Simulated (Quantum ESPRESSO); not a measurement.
# Calculated records

### Collinear magnetic orders of MgNi3C with Quantum ESPRESSO

The structure is cubic, space group Pm-3m (No. 221). Conventional cell: a = 3.809 Å, b = 3.809 Å, c = 3.809 Å, α = 90.00°, β = 90.00°, γ = 90.00°. Mg has 12 Ni at 2.69 Å nearest. Nearest to Ni lie 2 C at 1.90 Å and 8 Ni at 2.69 Å and 4 Mg at 2.69 Å. C has 6 Ni at 1.90 Å nearest. Farther neighbours are not listed.

```
CELL_PARAMETERS angstrom
3.80890 0.00000 0.00000
0.00000 3.80890 0.00000
0.00000 0.00000 3.80890
ATOMIC_POSITIONS crystal
Mg 0.00000 0.00000 0.00000
Ni 0.00000 0.50000 0.50000
Ni 0.50000 0.00000 0.50000
Ni 0.50000 0.50000 0.00000
C 0.50000 0.50000 0.50000
```

| Quantity | Value |
| --- | --- |
| method | PBEsol; plane waves with GBRV 1.5 PBEsol potentials, no spin-orbit coupling (and 1 further level or step) |
| program | Quantum ESPRESSO 7.5 |
| settings of one run | GBRV 1.5 PBEsol, cutoff 680.28 eV, 8×8×8 k-mesh, 46 bands, fermi-dirac occupations, smearing width 0.05 eV, collinear spin, SCF threshold 1.00e-8, mesh matched on, starting moments 0 1 1 1 0 μB |
| cost | 3 runs, 18 min in all on 2 MPI ranks of Arm Neoverse N1, shared host (the runs of this entry) |
| lowest state found | non-magnetic (from ferro +++, ferri ++- and no spin polarisation) |
| largest site moment | 0 μB |

The lowest state carries no moment, and no start kept one. Only these 3 starts were compared; other wavevectors, canted and longer-period orders were not.

[Logs and program files are shortened in this print: banners, set-up blocks, solver, clock and traceback lines can be left out without a mark of their own.]

[Logs are printed without paths, hosts, clocks, repeated set-up lines and the standing remarks that a program may print on its own settings, such as how far it seeks lower states.]

[Hosts, paths, dates, database ids (printed as entryN), source tags and the programs' standing remarks are cut or masked in the printed files.]

[Where a cell is said to come from a database of computed structures, the database is the Materials Project.]
